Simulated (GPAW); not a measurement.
# CaO (Lime): optical spectrum from first principles, part 2 of 2

Wanted: where CaO (Lime) starts to absorb, how strongly, and its refractive index.

GPAW 26.7.0; DFT, PBE, plane-wave PAW (GPAW data sets), scalar-relativistic, RPA, optical limit.

So far. Step 2 (Ground state): There is a gap, 3.69 eV on this mesh (points off the mesh can give less), so no carriers' term is needed.

## (4) Dielectric function, RPA (continued)

Values under the direct gap are tails of Lorentzian lines. Im ε, E ∥ x against photon energy; read off at these points:

| photon energy (eV) | Im ε, E ∥ x |
| --- | --- |
| 0.0 | 0 |
| 1.0 | 0.0134 |
| 2.0 | 0.0321 |
| 3.0 | 0.0710 |
| 4.0 | 0.387 |
| 5.0 | 1.98 |
| 6.0 | 2.82 |
| 7.0 | 2.99 |
| 8.0 | 4.64 |
| 8.5 | 5.24 |
| 9.0 | 4.61 |
| 9.5 | 6.12 |
| 10.0 | 3.89 |
| 11.0 | 1.57 |
| 12.0 | 0.587 |
| 13.0 | 0.497 |
| 14.0 | 0.470 |
| 15.0 | 1.45 |
| 16.0 | 1.04 |
| 17.0 | 0.893 |
| 18.0 | 0.673 |
| 19.0 | 0.942 |
| 20.0 | 0.602 |
| 21.0 | 0.507 |

The Re ε, E ∥ x by photon energy:

| photon energy (eV) | Re ε, E ∥ x |
| --- | --- |
| 0 | 3.60 |
| 1 | 3.65 |
| 2 | 3.79 |
| 3 | 4.11 |
| 4 | 4.99 |
| 5 | 5.28 |
| 6 | 4.44 |
| 7 | 3.88 |
| 8 | 3.92 |
| 9 | 1.88 |
| 10 | -1.68 |
| 11 | -1.32 |
| 12 | -0.104 |
| 13 | 0.580 |
| 14 | 1.18 |
| 15 | 1.38 |
| 16 | 0.781 |
| 17 | 0.707 |
| 18 | 0.885 |
| 19 | 0.596 |
| 20 | 0.592 |
| 21 | 0.812 |

Values under the direct gap are tails of Lorentzian lines. Im ε, E ∥ x against photon energy; read off at these points:

| photon energy (eV) | without local fields | with local fields |
| --- | --- | --- |
| 0.00 | 0 | 0 |
| 0.50 | 0.00704 | 0.00645 |
| 1.00 | 0.0147 | 0.0134 |
| 1.50 | 0.0236 | 0.0216 |
| 2.00 | 0.0351 | 0.0321 |
| 2.50 | 0.0516 | 0.0468 |
| 3.00 | 0.0787 | 0.0710 |
| 3.50 | 0.138 | 0.123 |
| 4.00 | 0.445 | 0.387 |
| 4.50 | 1.48 | 1.27 |
| 5.00 | 2.25 | 1.98 |
| 5.50 | 2.73 | 2.42 |
| 6.00 | 3.12 | 2.82 |
| 6.50 | 3.25 | 3.05 |
| 7.00 | 3.18 | 2.99 |
| 7.50 | 3.67 | 3.55 |
| 8.00 | 4.82 | 4.64 |
| 8.50 | 5.33 | 5.24 |
| 9.00 | 4.77 | 4.61 |
| 9.42 | 6.31 | 6.16 |
| 9.50 | 6.24 | 6.12 |
| 10.00 | 3.97 | 3.89 |
| 10.50 | 2.64 | 2.54 |
| 11.00 | 1.56 | 1.57 |
| 11.50 | 0.666 | 0.664 |
| 12.00 | 0.599 | 0.587 |
| 12.50 | 0.398 | 0.369 |
| 13.00 | 0.556 | 0.497 |
| 13.50 | 0.376 | 0.328 |
| 14.00 | 0.536 | 0.470 |
| 14.50 | 0.754 | 0.650 |
| 15.00 | 1.61 | 1.45 |
| 15.50 | 1.32 | 1.23 |
| 16.00 | 1.13 | 1.04 |
| 16.50 | 1.22 | 1.06 |
| 17.00 | 1.02 | 0.893 |
| 17.50 | 0.962 | 0.819 |
| 18.00 | 0.808 | 0.673 |
| 18.50 | 1.22 | 1.01 |
| 19.00 | 0.828 | 0.942 |
| 19.50 | 0.734 | 0.773 |
| 20.00 | 0.568 | 0.602 |
| 20.50 | 0.537 | 0.478 |
| 21.00 | 0.631 | 0.507 |
| 21.50 | 0.488 | 0.354 |

Values under the direct gap are tails of Lorentzian lines. Loss function −Im 1/ε at q → 0, E ∥ x against energy loss; read off at these points:

| energy loss (eV) | loss function −Im 1/ε at q → 0, E ∥ x |
| --- | --- |
| 0.00 | 0 |
| 0.50 | 4.9e-4 |
| 1.00 | 0.00101 |
| 1.50 | 0.00158 |
| 2.00 | 0.00223 |
| 2.50 | 0.00305 |
| 3.00 | 0.00420 |
| 3.50 | 0.00630 |
| 4.00 | 0.0154 |
| 4.50 | 0.0435 |
| 5.00 | 0.0621 |
| 5.50 | 0.0835 |
| 6.00 | 0.102 |
| 6.50 | 0.118 |
| 7.00 | 0.124 |
| 7.50 | 0.129 |
| 8.00 | 0.126 |
| 8.50 | 0.158 |
| 9.00 | 0.186 |
| 9.50 | 0.163 |
| 10.00 | 0.217 |
| 10.50 | 0.299 |
| 11.00 | 0.372 |
| 11.50 | 0.743 |
| 12.00 | 1.65 |
| 12.34 | 2.23 |
| 12.50 | 1.73 |
| 13.00 | 0.851 |
| 13.50 | 0.445 |
| 14.00 | 0.293 |
| 14.50 | 0.243 |
| 15.00 | 0.361 |
| 15.50 | 0.499 |
| 16.00 | 0.615 |
| 16.50 | 0.594 |
| 17.00 | 0.688 |
| 17.07 | 0.693 |
| 17.50 | 0.641 |
| 18.00 | 0.545 |
| 18.50 | 0.455 |
| 19.00 | 0.759 |
| 19.50 | 0.694 |
| 19.94 | 0.853 |
| 20.00 | 0.842 |
| 20.50 | 0.564 |
| 21.00 | 0.553 |
| 21.50 | 0.366 |

Table of refractive index n and extinction k by photon energy:

| photon energy (eV) | n | k |
| --- | --- | --- |
| 0.0 | 1.90 | 0 |
| 0.5 | 1.90 | 0.00170 |
| 1.0 | 1.91 | 0.00352 |
| 1.5 | 1.92 | 0.00561 |
| 2.0 | 1.95 | 0.00823 |
| 2.5 | 1.98 | 0.0118 |
| 3.0 | 2.03 | 0.0175 |
| 3.5 | 2.10 | 0.0292 |
| 4.0 | 2.23 | 0.0865 |
| 4.5 | 2.31 | 0.275 |
| 5.0 | 2.34 | 0.423 |
| 5.5 | 2.26 | 0.536 |
| 6.0 | 2.20 | 0.640 |
| 6.5 | 2.14 | 0.712 |
| 7.0 | 2.10 | 0.713 |
| 7.5 | 2.13 | 0.832 |
| 8.0 | 2.24 | 1.04 |
| 8.5 | 2.02 | 1.30 |
| 9.0 | 1.85 | 1.24 |
| 9.5 | 1.77 | 1.73 |
| 10.0 | 1.13 | 1.72 |
| 10.5 | 0.861 | 1.47 |
| 11.0 | 0.602 | 1.30 |
| 11.5 | 0.368 | 0.902 |
| 12.0 | 0.496 | 0.591 |
| 12.5 | 0.608 | 0.304 |
| 13.0 | 0.820 | 0.303 |
| 13.5 | 0.910 | 0.181 |
| 14.0 | 1.10 | 0.213 |
| 14.5 | 1.25 | 0.260 |
| 15.0 | 1.30 | 0.558 |
| 15.5 | 1.13 | 0.544 |
| 16.0 | 1.02 | 0.509 |
| 16.5 | 1.04 | 0.512 |
| 17.0 | 0.961 | 0.465 |
| 17.5 | 0.977 | 0.419 |
| 18.0 | 0.999 | 0.337 |
| 18.5 | 1.14 | 0.443 |
| 19.0 | 0.925 | 0.509 |
| 19.5 | 0.942 | 0.411 |
| 20.0 | 0.847 | 0.355 |
| 20.5 | 0.924 | 0.259 |
| 21.0 | 0.941 | 0.269 |
| 21.5 | 0.975 | 0.182 |

Optical constants at common wavelengths, from n + ik = √ε:

| wavelength (nm) | n | k | R (%) | 1/α |
| --- | --- | --- | --- | --- |
| 1550 | 1.91 | 0.003 | 9.7 | 45 µm |
| 1064 | 1.91 | 0.004 | 9.8 | 20 µm |
| 800 | 1.93 | 0.006 | 10.0 | 11 µm |
| 633 | 1.95 | 0.008 | 10.3 | 6.3 µm |
| 450 | 2.00 | 0.014 | 11.1 | 2.5 µm |
| 405 | 2.04 | 0.018 | 11.6 | 1.7 µm |
| 308 | 2.24 | 0.094 | 14.8 | 260 nm |

Below the direct gap, k and the depth come from the tails of the Lorentzian lines, not from transitions.

Rows near the edge hang on the gap, which this functional as a rule makes too small, and phonon-assisted absorption is left out.

## (5) Results

| Quantity | Value |
| --- | --- |
| electronic dielectric constant ε∞, mean over x, y and z (by symmetry where fewer were run) (RPA) | 3.60 |
| main peak of Im epsilon, first axis | 9.45 eV |
| centre of weight of the strongest loss peak in the window, first axis | 12.2 eV |

At this level (PBE, RPA) CaO has ε∞ = 3.60 and n = 1.91 at 1550 nm, and Im ε peaks at 9.5 eV. On the mesh the gap is 3.69 eV and the least direct gap 4.07 eV, so on this mesh the band edges lie at different points. Local fields change the static value along x from 3.83 to 3.60 (-6 %). Distinct maxima of Im ε, read by a parabola through the highest points, lie at 8.53 eV (5.3), 9.45 eV (6.2), 15.08 eV (1.5) and 18.71 eV (1.1). Excitons and phonon-assisted transitions are missing; PBE gaps are as a rule too small, which pulls the onset down and ε∞ up. The sum runs over mesh points, so small or evenly spaced maxima can still be ripples of the mesh. In this version of GPAW the matrix elements of the optical limit are incomplete, which can lower ε − 1 by up to a tenth where first-row anions or d states rule, and shift it by more in d metals.

[Hosts, paths, dates, database ids (printed as entryN), source tags and the programs' standing remarks are cut or masked in the printed files.]
